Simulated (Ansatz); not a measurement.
# CO on Li(100): change of the work function, part 3 of 3

How does CO on the bridge site change the work function of Li(100) as the layer fills?

Ansatz 0.2.0; plane-wave DFT, r2SCAN, Ansatz PAW (the session's first sound run).

So far, work function, upper face (eV): step 2 (the clean slab) 2.92; step 5 (the covered slab, k-mesh 5×5×1, coverage 0.5 ML) 3.69; step 6 (the covered slab, k-mesh 9×9×1, coverage 1 ML) 4.39; step 8 (the slab at 0.25 ML, atoms frozen) 3.38; step 9 (the substrate of the 0.25 ML cell alone) 2.96.

### 12. A changed input: hamiltonian.xc = "revpbe"

This step: plane-wave DFT, r2SCAN, Ansatz PAW, but for the change named below (Ansatz 0.2.0).

System of this step: CO/Li(100). The cell holds 7 atoms: 5 Li, 1 C and 1 O. Its edges and angles: a = 3.490 Å, b = 3.490 Å, c = 27.133 Å, α = 90.0°, β = 90.0°, γ = 90.0°. Vacuum lies along c.

A run with a changed input: it repeats the earlier run at 1 ML with hamiltonian.xc from r2scan to revpbe.

Input file input.yaml:

```yaml
crystal:
  lattice:
    - [3.49, 0.0, 0.0]
    - [0.0, 3.49, 0.0]
    - [0.0, 0.0, 27.1329745218]
  atoms:
    - { symbol: Li, position: [0.0, 0.0, 0.3316997181] }
    - { symbol: Li, position: [0.5, 0.5, 0.3960126079] }
    - { symbol: Li, position: [0.0, 0.0, 0.4575756014] }
    - { symbol: Li, position: [0.5, 0.5, 0.5194008401] }
    - { symbol: Li, position: [0.0, 0.0, 0.586603337] }
    - { symbol: C, position: [0.5, 0.0, 0.6255478738] }
    - { symbol: O, position: [0.5, 0.0, 0.6683002819] }
kpoints:
  mp_grid: { grid: [9, 9, 1] }
hamiltonian:
  xc: revpbe
scf:
  occupations: { method: fermi_dirac, width: 0.1 }
  convergence: { dr2_threshold: 1.0e-08 }
efield:
  axis: 3
  dipole_correction: true
  ramp_position: 0.97
  ramp_width: 0.06
relax:
  f_tol: 0.02
  max_steps: 60
  constraints: [{ sites: [0, 1] }]
output:
  bader: true
  write_potential: true
  write_density: true
  volumetric_format: npy
```

Started as:

```
$ ansatz run input.yaml --threads 4 --pin off --max-ram 12288MiB --backend cpu --events-out ev --progress --plain --runs-dir out
```

The job ended after 71 s (4 threads of Arm Neoverse V1, shared host; peak memory 0.59 GiB).

Step by step:

| step | energy less that of the first step (eV) | largest force component (eV/Å) |
| --- | --- | --- |
| 1 | 0.0000 | 0.9660 |
| 2 | -0.1385 | 0.8631 |
| 3 | -0.2379 | 0.6907 |
| 4 | -0.2614 | 0.2921 |
| 5 | -0.2582 | 1.6512 |
| 6 | -0.2682 | 0.0566 |
| 7 | -0.2720 | 0.0557 |
| 8 | -0.2740 | 0.0377 |
| 9 | -0.2741 | 0.0053 |

Relaxation step 5 was tried and not accepted.

The run keeps the 4 symmetry operations that it works with, so distortions that break them were not tested.

The atoms that moved most (Å):

| atom | dx | dy | dz | length |
| --- | --- | --- | --- | --- |
| C6 | 0.000 | 0.000 | 0.876 | 0.876 |
| O7 | 0.000 | 0.000 | 0.872 | 0.872 |
| Li5 | 0.000 | 0.000 | 0.305 | 0.305 |
| Li3 | 0.000 | 0.000 | 0.085 | 0.085 |
| Li4 | 0.000 | 0.000 | 0.081 | 0.081 |

Final coordinates:

```
Li C O
1.0
     3.49000    0.00000    0.00000
     0.00000    3.49000    0.00000
     0.00000    0.00000   27.13297
Li C O
5 1 1
Direct
  0.00000 0.00000 0.33170
  0.50000 0.50000 0.39601
  0.00000 0.00000 0.46072
  0.50000 0.50000 0.52237
  0.00000 0.00000 0.59783
  0.50000 0.00000 0.65782
  0.50000 0.00000 0.70045
```

This step gave:

| Item | Value |
| --- | --- |
| energy at zero smearing | -1845.0644 eV |
| work function, upper face | 4.401 eV |
| work function, lower face | 3.012 eV |
| dipole along the normal | -0.09347 e·Å |
| step between the vacuum levels | 1.389 eV |

| quantity | this run | earlier run | difference |
| --- | --- | --- | --- |
| work function, upper face (eV) | 4.401 | 4.387 | 0.014 |
| work function, lower face (eV) | 3.012 | 3.064 | -0.052 |
| dipole along the normal (e·Å) | -0.09347 | -0.08902 | -0.0044 |

What moves beyond 0.01 in its unit (for the dipole 0.5 % and 5e-5 e·Å): dipole along the normal (-0.00445 e·Å), work function, lower face (-0.0519 eV) and work function, upper face (+0.0141 eV).

### 13. A changed input: relax.f_tol = 0.1 and relax.max_displacement = 0.3

This step: plane-wave DFT, r2SCAN, Ansatz PAW (Ansatz 0.2.0).

System of this step: Li(100). The cell holds 5 atoms: 5 Li. Its edges and angles: a = 3.490 Å, b = 3.490 Å, c = 24.980 Å, α = 90.0°, β = 90.0°, γ = 90.0°. Vacuum lies along c.

Another changed input: it repeats the earlier run at 0 ML with relax.f_tol from 0.02 to 0.1 and relax.max_displacement to 0.3.

input.yaml, the sections that differ from step 12:

```yaml
crystal:
  lattice:
    - [3.49, 0.0, 0.0]
    - [0.0, 3.49, 0.0]
    - [0.0, 0.0, 24.98]
  atoms:
    - { symbol: Li, position: [0.0, 0.0, 0.3602882306] }
    - { symbol: Li, position: [0.5, 0.5, 0.4301441153] }
    - { symbol: Li, position: [0.0, 0.0, 0.5] }
    - { symbol: Li, position: [0.5, 0.5, 0.5698558847] }
    - { symbol: Li, position: [0.0, 0.0, 0.6397117694] }
hamiltonian:
  xc: r2scan
relax:
  f_tol: 0.1
  max_steps: 60
  constraints: [{ sites: [0, 1] }]
  max_displacement: 0.3
output:
  write_potential: true
  write_density: true
  volumetric_format: npy
# kpoints, scf, efield: as in step 12
```

It took 12 s on 4 threads; peak memory 0.59 GiB.

Relaxation path:

| step | energy less that of the first step (eV) | largest force component (eV/Å) |
| --- | --- | --- |
| 1 | 0.0000 | 0.1027 |
| 2 | -0.0052 | 0.0252 |

The run keeps the 8 symmetry operations that it works with, so distortions that break them were not tested.

The atoms that moved most (Å):

| atom | dx | dy | dz | length |
| --- | --- | --- | --- | --- |
| Li4 | 0.000 | 0.000 | -0.111 | 0.111 |
| Li3 | 0.000 | 0.000 | -0.039 | 0.039 |
| Li5 | 0.000 | 0.000 | -0.030 | 0.030 |

Final coordinates:

```cif
data_structure
_symmetry_space_group_name_H-M 'P 1'
_symmetry_Int_Tables_number 1
_cell_length_a 3.4900
_cell_length_b 3.4900
_cell_length_c 24.9800
_cell_angle_alpha 90.000
_cell_angle_beta 90.000
_cell_angle_gamma 90.000
_cell_volume 304.26
loop_
_atom_site_label
_atom_site_type_symbol
_atom_site_fract_x
_atom_site_fract_y
_atom_site_fract_z
_atom_site_occupancy
Li1 Li 0.00000 0.00000 0.36029 1
Li2 Li 0.50000 0.50000 0.43014 1
Li3 Li 0.00000 0.00000 0.49842 1
Li4 Li 0.50000 0.50000 0.56543 1
Li5 Li 0.00000 0.00000 0.63851 1
```

This step gave:

```
energy at zero smearing   : -1024.9705 eV
work function, upper face : 2.918 eV
dipole along the normal   : 0.001043 e·Å
```

| quantity | this run | earlier run | difference |
| --- | --- | --- | --- |
| work function, upper face (eV) | 2.918 | 2.915 | 0.0033 |
| dipole along the normal (e·Å) | 0.001043 | 7.75e-4 | 2.7e-4 |

What moves beyond 0.01 in its unit (for the dipole 0.5 % and 5e-5 e·Å): dipole along the normal (+0.000268 e·Å).

### 14. What came out

```
work function of the clean face                                                           : 2.92 eV
work function at 0.11 ML                                                                  : 3.10 eV
work function at 0.25 ML                                                                  : 3.38 eV
work function at 0.5 ML                                                                   : 3.69 eV
work function at 1 ML                                                                     : 4.39 eV
dipole per adsorbate at 0.11 ML, positive end outwards                                    : -0.59 D
step of the potential from the moved charge at 0.25 ML, upper less lower side, atoms held : 0.525 eV
```

In words: CO raises the work function of Li(100) at the lowest coverage, by 0.19 eV: the adsorbate layer has its negative end outwards. The slab has 5 layers, at the tabulated experimental lattice constant, one starting site was run, and quantum-size effects of a slab this thin can reach one or two tenths of an eV.

[Logs are printed without paths, hosts, clocks, repeated set-up lines and the standing remarks that a program may print on its own settings, such as how far it seeks lower states.]

[Hosts, paths, dates, database ids (printed as entryN), source tags and the programs' standing remarks are cut or masked in the printed files.]

[Maps of the electrostatic potential energy from Ansatz leave out the sawtooth potential of an applied field or a dipole correction, so their vacuum need not be flat; planar profiles and work functions include it.]
